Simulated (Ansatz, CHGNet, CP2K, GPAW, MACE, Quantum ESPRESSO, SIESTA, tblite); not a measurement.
## Codes compared on Σ7 (111) twist boundary in a Au-Pd solid solution (84 atoms)

Aim: run Σ7 (111) twist boundary in a Au-Pd solid solution (84 atoms) in several programs and set results and cost side by side. A plane-wave run serves as the reference.

Calculated with Ansatz 0.2.0; Kohn-Sham DFT, PBE, PAW, plane waves.

In doubt: a PseudoDojo file used here is known to give poor structures and forces (SIESTA), which bears on pressures, cells, forces and phonons.

## (1) The structure

The cell holds 84 atoms: 59 Au and 25 Pd. Its edges and angles: a = 7.524 Å, b = 7.524 Å, c = 28.003 Å, α = 90.0°, β = 90.0°, γ = 60.0°. Fcc Au lattice (a = 4.0215 Å, the value set for the mixture); two grains turned against each other by 81.79 deg about [111]; 1 x 1 coincidence cells, 2 lattice periods a grain, two boundaries a cell, upper grain shifted by [0.175, 0.709] of the boundary cell and opened by 0.1 Å, one atom of each pair nearer than 1.848 Å removed; 25 of 84 Au sites given to Pd at random (lattice constant by Vegard's rule between Au and Pd); annealed from 600 K for 3 ps and minimised with a classical potential (one cell length free). Then every atom was moved at random, 0.02 Å r.m.s. a Cartesian component. Regions: lower grain, 42 atoms (34 Au and 8 Pd); upper grain, 42 atoms (17 Pd and 25 Au). The structure's axis is c.

## (2) Plane-wave reference

The PAW files are the set soft_2.

input.yaml

```yaml
crystal:
  lattice:
    - [7.52354, 0.0, 0.0]
    - [3.76177, 6.51557, 0.0]
    - [0.0, 0.0, 28.00341]
  atoms:
    - { symbol: Au, position: [0.53443, 0.25479, 2.0e-05] }
    - { symbol: Au, position: [0.73895, 0.01459, 0.08349] }
    - { symbol: Au, position: [0.11201, 0.54988, 0.99813] }
    - { symbol: Au, position: [0.17151, 0.73198, 0.08233] }
    [... 74 atom lines left out ...]
    - { symbol: Au, position: [0.25405, 0.93723, 0.83136] }
    - { symbol: Au, position: [0.00995, 0.12883, 0.91532] }
    - { symbol: Au, position: [0.49379, 0.74403, 0.74888] }
    - { symbol: Pd, position: [0.67902, 0.79322, 0.83242] }
    - { symbol: Au, position: [0.45409, 0.97399, 0.91388] }
    - { symbol: Pd, position: [0.87724, 0.83205, 0.91396] }
kpoints:
  mp_grid: { grid: [1, 1, 1] }
hamiltonian:
  xc: pbe
scf:
  occupations: { method: fermi_dirac, width: 0.05 }
output:
  forces: true
  eigenvalues: true
  populations: true
  stress: true
```

The run is started by

```sh
ansatz run input.yaml --threads 4 --pin off --max-ram 8192MiB --backend cpu --events-out ev --progress --plain --runs-dir out
```

Numbers of over 12 decimals in the logs are rounded to 6 here.

The log of the run:

```text
[...]
Pseudopotentials: kind: paw
Pseudopotential: Au, paw, valence charge 19, recommended cutoff 420 eV (normal), Au.paw.azcp
Pseudopotential: Pd, paw, valence charge 18, recommended cutoff 420 eV (normal), Pd.paw.azcp
[... 5 lines on functional and potentials left out ...]
Crystal: 84 atoms, lattice volume = 1372.731 Å³
Basis set: ecut = 420 eV, 26901 PW (Γ), exchange–correlation on 108×108×384 points (8 copies of the dense FFT grid, shifted against one another)
Bands: 943, of which v1, the nominal top of the filled ones, is band 786 counted from 1 (785 counted from 0)
Symmetry: 1 space group operations
Space group: P1 (ITA 1), of the structure as read, at distance tolerance 1.1e-4 Å
k-points: 1
[... 5 lines on functional and potentials left out ...]
Initial density: superposition of atomic densities (neutral atoms: chi_scale 0, normalization atom), corrected by the library's trained network
Initial wavefunctions: pseudopotential atomic-orbital guess
[...]
SCF iter   1: F=—  HF=-950119.213758 eV  |F-HF|=—  |Δ(HF+E_count)|=         —  Δρ=3.33e-2  dr2=1.04e2  ethr=1.77e-3  ⟨swp⟩=5.0  Hψ=3250  notcnv=0  defer=84
preconditioner: auto → Kerker (q_TF=auto, 2.790 Å⁻¹)  [metal: Δε(μ)=0.025 eV  Ē_g=9.997 eV  σ=0.050 eV  W_gap=0.12  n_scr=510 (ndim 8)  ℏωp=30.0 eV  f_vac=0.000  D(μ)=88.92/eV (n_scr^D=912)]
[...]
SCF iter  11: F=—  HF=-950116.605069 eV  |F-HF|=—  |Δ(HF+E_count)|=   5.82e-8  Δρ=1.83e-6  dr2=1.52e-7  ethr=1.11e-10  ⟨swp⟩=1.0  Hψ=816  notcnv=0  defer=127
SCF iter  12: F=-950116.605069 eV  HF=-950116.605069 eV  |F-HF|=1.56e-8  |Δ(HF+E_count)|=   6.75e-9  Δρ=5.78e-7  dr2=1.70e-8  ethr=6.37e-12  ⟨swp⟩=9.0  Hψ=4282  notcnv=0
SCF 1 converged in 12 iterations: F = -950116.605069 eV  dr2 = 1.70e-8
[...]
SCF converged after 12 iterations
Free energy (F): -950116.605069 eV
Harris-Foulkes:  -950116.605069 eV  (|F-HF|=1.56e-8)
Internal energy: -950115.497302 eV  (E = F + TS)
E sigma→0 (E₀):  -950116.051185 eV
Entropy (-TS):   -1.107767 eV (-13.188 meV/atom)
Fermi energy:    19.969447 eV
--- Per-component energies (eV) ---
[...]
Σ components = -950116.605069   (vs F -950116.605069, Δ=0.00e0)
--- Forces (eV/Å), atoms counted from 1 ---
  atom   1  Au    -0.21867963    -0.00496388     0.71284246
  atom   2  Au    -0.08633731     0.13626829    -0.13750658
  atom   3  Au     0.07688097    -0.02879620     0.59099751
  atom   4  Au    -0.26095090     0.06790830     0.20299811
[...]
atom  84  Pd     0.10406027     0.03460470     0.00838578
  max |Σ_I F_I| component: 3.46e-5 eV/Å
--- Stress (GPa, compression-positive) ---
       14.014789      -0.161950      -0.046396
       -0.161950      14.203771       0.011680
       -0.046396       0.011680       6.268033
  P = ⅓ Tr σ = 11.4955 GPa (114.955 kbar)
--- Band table (eV) ---
  k-point 0: bands = ["-85.2780", "-85.2327", "-85.1826", "-85.1723", [... 927 levels ...], "31.1813", "31.1920", "31.2269", "31.2793", "31.3319", "31.3485", "31.3826", "31.4637", "31.4957", "31.5554", "31.6004", "31.6129"]
--- Löwdin populations: 84 sites ---
  site symbol       q [e]
     0     Au     19.0222
     1     Au     18.9094
     2     Au     19.0080
[...]
83     Pd     17.3511
  spilling = 0.012150 (of n_electrons = 1571.000000)
```

It took 84 s on 4 threads of Arm Neoverse V1, shared host; peak memory 3.2 GiB.

The run gave:

| Item | Value |
| --- | --- |
| free energy | -950116.6051 eV |
| free energy per atom | -11310.9120 eV/atom |
| SCF cycles | 12 |
| pressure | 11.5 GPa |
| r.m.s. force component | 0.2188 eV/Å |
| longest force | 0.8072 eV/Å |
| Fermi energy | 19.97 eV |
| levels partly filled by over 2 per cent | 25 |
| spilling of the projection | 0.01215 |

Neighbours are counted within 3.27 Å (Au-Au), 3.27 Å (Au-Pd), 3.27 Å (Pd-Pd).

Length of the force by element and coordination:

| element | coordination | atoms | mean length of the force (eV/Å) | spread | least | most |
| --- | --- | --- | --- | --- | --- | --- |
| Au | all | 59 | 0.369 | 0.153 | 0.0739 | 0.807 |
| Au | 10 | 3 | 0.403 | 0.244 | 0.193 | 0.746 |
| Au | 11 | 11 | 0.385 | 0.143 | 0.170 | 0.700 |
| Au | 12 | 45 | 0.363 | 0.147 | 0.0739 | 0.807 |
| Pd | all | 25 | 0.294 | 0.138 | 0.0696 | 0.599 |
| Pd | 10 | 1 | 0.240 | 0 | 0.240 | 0.240 |
| Pd | 11 | 1 | 0.529 | 0 | 0.529 | 0.529 |
| Pd | 12 | 23 | 0.286 | 0.134 | 0.0696 | 0.599 |

By region:

| region | atoms | mean length of the force (eV/Å) |
| --- | --- | --- |
| lower grain | 42 | 0.362 |
| upper grain | 42 | 0.332 |

The levels nearest the highest filled one (over half full), pooled over k-points and spins:

| level less the highest filled one (eV) | occupation |
| --- | --- |
| -0.0771 | 1.72 |
| -0.0497 | 1.56 |
| -0.0446 | 1.53 |
| -0.0105 | 1.24 |
| -0.0027 | 1.17 |
| 0 | 1.14 |
| 0.0166 | 0.975 |
| 0.0257 | 0.884 |
| 0.037 | 0.774 |
| 0.0497 | 0.657 |
| 0.0524 | 0.634 |
| 0.0631 | 0.545 |

## (3) Structure statistics

Density 17.3 g/cm³, 16.34 Å³ an atom.

Pair distribution functions g(r), in bins of 0.2 Å:

| r (Å) | total | Au-Au | Au-Pd | Pd-Pd |
| --- | --- | --- | --- | --- |
| 2.50 | 0.07 | 0.05 | 0.11 | 0.00 |
| 2.70 | 1.71 | 1.20 | 2.14 | 2.50 |
| 2.90 | 7.57 | 7.99 | 7.08 | 7.32 |
| 3.10 | 0.15 | 0.13 | 0.16 | 0.19 |
| 3.30 | 0.06 | 0.11 | 0.00 | 0.00 |
| 3.50 | 0.10 | 0.13 | 0.09 | 0.00 |
| 3.70 | 0.09 | 0.09 | 0.11 | 0.00 |
| 3.90 | 0.80 | 0.80 | 0.80 | 0.78 |
| 4.10 | 1.39 | 1.30 | 1.49 | 1.38 |
| 4.30 | 0.11 | 0.15 | 0.08 | 0.00 |
| 4.50 | 0.10 | 0.12 | 0.06 | 0.17 |
| 4.70 | 0.24 | 0.27 | 0.21 | 0.15 |
| 4.90 | 5.21 | 4.96 | 5.46 | 5.44 |
| 5.10 | 0.53 | 0.63 | 0.48 | 0.27 |
| 5.30 | 0.25 | 0.27 | 0.24 | 0.19 |
| 5.50 | 0.32 | 0.30 | 0.38 | 0.17 |
| 5.70 | 2.05 | 1.99 | 2.13 | 1.96 |
| 5.90 | 0.24 | 0.31 | 0.19 | 0.10 |
| 6.10 | 0.17 | 0.21 | 0.15 | 0.09 |
| 6.30 | 2.55 | 2.47 | 2.54 | 3.10 |
| 6.50 | 0.68 | 0.71 | 0.70 | 0.42 |
| 6.70 | 0.22 | 0.20 | 0.28 | 0.12 |
| 6.90 | 0.84 | 0.85 | 0.82 | 0.86 |
| 7.10 | 0.44 | 0.42 | 0.52 | 0.17 |
| 7.30 | 0.40 | 0.38 | 0.46 | 0.20 |
| 7.50 | 4.12 | 4.35 | 3.41 | 6.23 |
| 7.70 | 0.54 | 0.58 | 0.56 | 0.27 |
| 7.90 | 0.37 | 0.39 | 0.34 | 0.45 |

Neighbours by pair of elements; one cutoff, the widest of the pairs' first minima of g(r), serves all pairs of this metal:

| pair A-B | cutoff (Å) | bonds | mean length (Å) | spread (Å) | shortest (Å) | B about A | A about B |
| --- | --- | --- | --- | --- | --- | --- | --- |
| Au-Au | 3.27 | 243 | 2.85 | 0.069 | 2.58 | 8.24 | 8.24 |
| Au-Pd | 3.27 | 205 | 2.83 | 0.063 | 2.57 | 3.48 | 8.2 |
| Pd-Pd | 3.27 | 46 | 2.83 | 0.051 | 2.75 | 3.68 | 3.68 |

How many atoms have how many bonded neighbours:

| element | mean | 10 | 11 | 12 |
| --- | --- | --- | --- | --- |
| Au | 11.7 | 3 | 11 | 45 |
| Pd | 11.9 | 1 | 1 | 23 |

## (4) What was run beside it

The programs:
- CHGNet: machine-learned potential, published weights.
- CP2K 2026.2: Gaussian basis with GTH pseudopotentials and a plane-wave density; labels give functional, basis (MOLOPT sets; SR short-range, UZH the newer set with its own potentials), grid cutoff/relative cutoff and solver (OT: orbital transformation; TRS4, TC2, SIGN: linear-scaling purification with its sparsity filter), or its built-in tight binding.
- GPAW 26.7.0: PAW with atomic orbitals (LCAO), plane waves or a real-space grid of spacing h.
- MACE: machine-learned potential, published weights.
- Quantum ESPRESSO 7.5: plane waves; labels (QE) give functional, pseudopotential set and cutoffs of waves/density.
- SIESTA 5.4.2: numerical atomic orbitals, whose automatically made sets are far from complete, with PseudoDojo norm-conserving potentials that we converted to its format (checked against plane waves on the same files for H, C, O, Si, Ge and Ca alone); labels give functional, basis size, energy shift and mesh cutoff.
- tblite 0.8.0: extended tight binding, driven from Python.

All use the same cell and atoms; the electronic-structure runs use the same k-mesh, and an electronic temperature of 580 K (0.05 eV) where levels are smeared.

Differences are against the plane-wave reference, forces as r.m.s. over components; share is that over the reference's r.m.s. force, slope the least-squares factor from reference forces to these. Total energies of different programs have different zeros and aren't compared.

| run | Δ force, r.m.s. (meV/Å) | share (%) | slope | Δ pressure (GPa) | cores | CPU time | memory (GiB) |
| --- | --- | --- | --- | --- | --- | --- | --- |
| reference | - | - | - | - | 4 | 5.4 min | 3.2 |
| CHGNet 0.3.0 potential | 111 | 50.5 | 0.572 | -0.779 | 1 | 5.8 s | 1.6 |
| CHGNet r2SCAN potential | 146 | 66.7 | 0.368 | -5.91 | 1 | 5.7 s | 1.6 |
| CP2K PBE, DZVP-MOLOPT-SR, 600/50 Ry, diagonalisation | 65.2 | 29.8 | 1.145 | 6.09 | 4 | 58 min | 9.4 |
| GPAW PBE, plane waves 350 eV | 27.9 | 12.7 | 1.057 | 0.408 | 4 | 54 min | 2.4 |
| MACE MP-0b3 medium potential | 96.6 | 44.1 | 0.807 | -1.46 | 1 | 10 s | 0.95 |
| QE PBE, sssp-1.3.0-efficiency, 45/360 Ry | 6.23 | 2.85 | 0.993 | -1.43 | 4 | 34 min | 3.4 |
| SIESTA PBE, DZ, shift 0.01 Ry, mesh 300 Ry (coarse) | 122 | 55.9 | 1.329 | -17.0 | 2 | 5.9 min | 0.99 |
| SIESTA PBE, DZP, shift 0.01 Ry, mesh 300 Ry | 45.4 | 20.7 | 1.162 | -1.68 | 4 | 12 min | 1.7 |
| SIESTA PBE, SZP, shift 0.01 Ry, mesh 300 Ry (coarse) | 68.4 | 31.3 | 1.144 | -9.83 | 2 | 7 min | 1.1 |
| tblite GFN1-xTB | 141 | 64.5 | 0.912 | 10.6 | 1 | 17 s | 0.16 |

Rows marked coarse were listed beforehand as settings not expected to be converged; some can still land near the reference.

Times of the machine-learned potentials are mostly Python's start and the loading of weights.

CPU time is summed over cores on a shared host, where runs went side by side, so it is rough. Symmetry, cutoffs, thresholds, outputs and thread counts weren't matched or tuned between programs; memory under MPI is the largest rank's times the ranks.

Runs without a result: GPAW PBE, LCAO dzp, h 0.2 Å (cut off at its time limit of 15 min); CP2K PBE, SZV-MOLOPT-SR, 600/50 Ry, diagonalisation (cut off at its time limit of 8 min); GPAW PBE, LCAO sz(dzp), h 0.2 Å (cut off at its time limit of 3.9 min).

Mean charges by element (e), by run and scheme:

| run | scheme | Au | Pd |
| --- | --- | --- | --- |
| CP2K PBE, DZVP-MOLOPT-SR, 600/50 Ry, diagonalisation | Mulliken | +0.04 | -0.09 |
| CP2K PBE, DZVP-MOLOPT-SR, 600/50 Ry, diagonalisation | Hirshfeld | -0.06 | +0.13 |
| SIESTA PBE, DZP, shift 0.01 Ry, mesh 300 Ry | Hirshfeld | +0.14 | -0.33 |
| tblite GFN1-xTB | Mulliken | +0.04 | -0.10 |

## (5) Summary of results

- reference r.m.s. force component: 0.219 eV/Å
- nearest in forces: QE PBE, sssp-1.3.0-efficiency, 45/360 Ry, 2.8 %
- farthest in forces: CHGNet r2SCAN potential, 67 %
- cheapest electronic-structure run beside the reference: tblite GFN1-xTB, 17 s of CPU time

PBE on plane waves or a grid with other potentials, cutoffs or grids, coarse settings apart, differs from the reference by 2.8 % (QE PBE, sssp-1.3.0-efficiency, 45/360 Ry) to 13 % (GPAW PBE, plane waves 350 eV) of the r.m.s. force; this holds the reference's own error, so differences of a few per cent don't tell which side is nearer the exact PBE result (QE's 45 Ry are 612 eV, against the reference's 420 eV). GPAW PBE, plane waves 350 eV stands apart from the other plane-wave or grid runs, so its own grid or potentials are the likelier cause. The PBE runs in local orbitals, coarse settings apart, differ by 21 % (SIESTA PBE, DZP, shift 0.01 Ry, mesh 300 Ry) to 30 % (CP2K PBE, DZVP-MOLOPT-SR, 600/50 Ry, diagonalisation); basis, grid and potentials can all enter. Tight binding differs by 64 % (tblite GFN1-xTB); it is another model, with fitted parameters of its own, and the xTB methods hold dispersion. Machine-learned potentials differ by 44 % (MACE MP-0b3 medium potential) to 67 % (CHGNet r2SCAN potential); they were trained on other programs' data, some at another functional. The reference samples few k-points for this cell, and its sampling error, which other DFT runs on the same mesh share, can be part of so large a difference. Among those trained on PBE data the slope goes as low as 0.57. Runs with settings chosen to be coarse differ by 31 % (SIESTA PBE, SZP, shift 0.01 Ry, mesh 300 Ry) to 56 % (SIESTA PBE, DZ, shift 0.01 Ry, mesh 300 Ry), their programs' other errors included. One electronic-structure run takes under half the reference's CPU time: tblite GFN1-xTB, at 64 % in 17 s against 5.4 min, too far off to be of use; its pressure misses by +10.6 GPa. SIESTA PBE, DZP, shift 0.01 Ry, mesh 300 Ry stiffens the forces by a factor of 1.16 while following their directions (correlation 0.994); the slopes of the 3 SIESTA runs lie between 1.14 and 1.33. In pressure, SIESTA PBE, DZ, shift 0.01 Ry, mesh 300 Ry misses by -17.0 GPa, at the same functional. Charges hang on model, scheme and program or settings: among these rows the mean for Pd runs from -0.33 to +0.13 e, even in sign. In the reference: 25 levels are partly filled, by over 2 % (at Γ alone), as in a metal. In the reference: for some of the pairs, g(r) has its first main peak near 2.85 Å (Au-Au), 2.83 Å (Au-Pd) and 2.83 Å (Pd-Pd). Periodic xTB results under one method name differ between programs and library versions. The potentials hold different valence shells: 1571 electrons in the reference, 1099 in CP2K with DZVP-MOLOPT-SR and 1049 in GPAW; this bears on time and differences. A potential file of the SIESTA runs is in doubt, which bears on their forces and pressure. The electron count is odd in these runs, and they have no spin polarisation, so the unpaired electron is spread evenly over both spins. Machine-learned potentials mimic data converged in k, so the reference's own k-point error enters their differences. The reference's stress is far from hydrostatic: its diagonal is 14.0, 14.2, 6.3 GPa, compression counted positive. The host structure and its lattice constant were typed by rule, without a check against the phase diagram. The reference's pressure of 11 GPa says that the cell would expand at this level of theory. The electron count is odd and the run has no spin polarisation, so levels at the top are partly filled by construction. The electronic-structure runs sample only Γ, in a cell whose shortest periodic width is 7 Å, which is coarse for a cell with partly filled levels. Spin–orbit coupling is left out, which matters for the levels of the heavy elements.

[Also dropped from logs without a mark: logging warnings of Python, and SIESTA's first energy breakdown and zero terms.]

[Logs are printed without paths, hosts, clocks, repeated set-up lines and the standing remarks that a program may print on its own settings, such as how far it seeks lower states.]

[Hosts, paths, dates, database ids (printed as entryN), source tags and the programs' standing remarks are cut or masked in the printed files.]
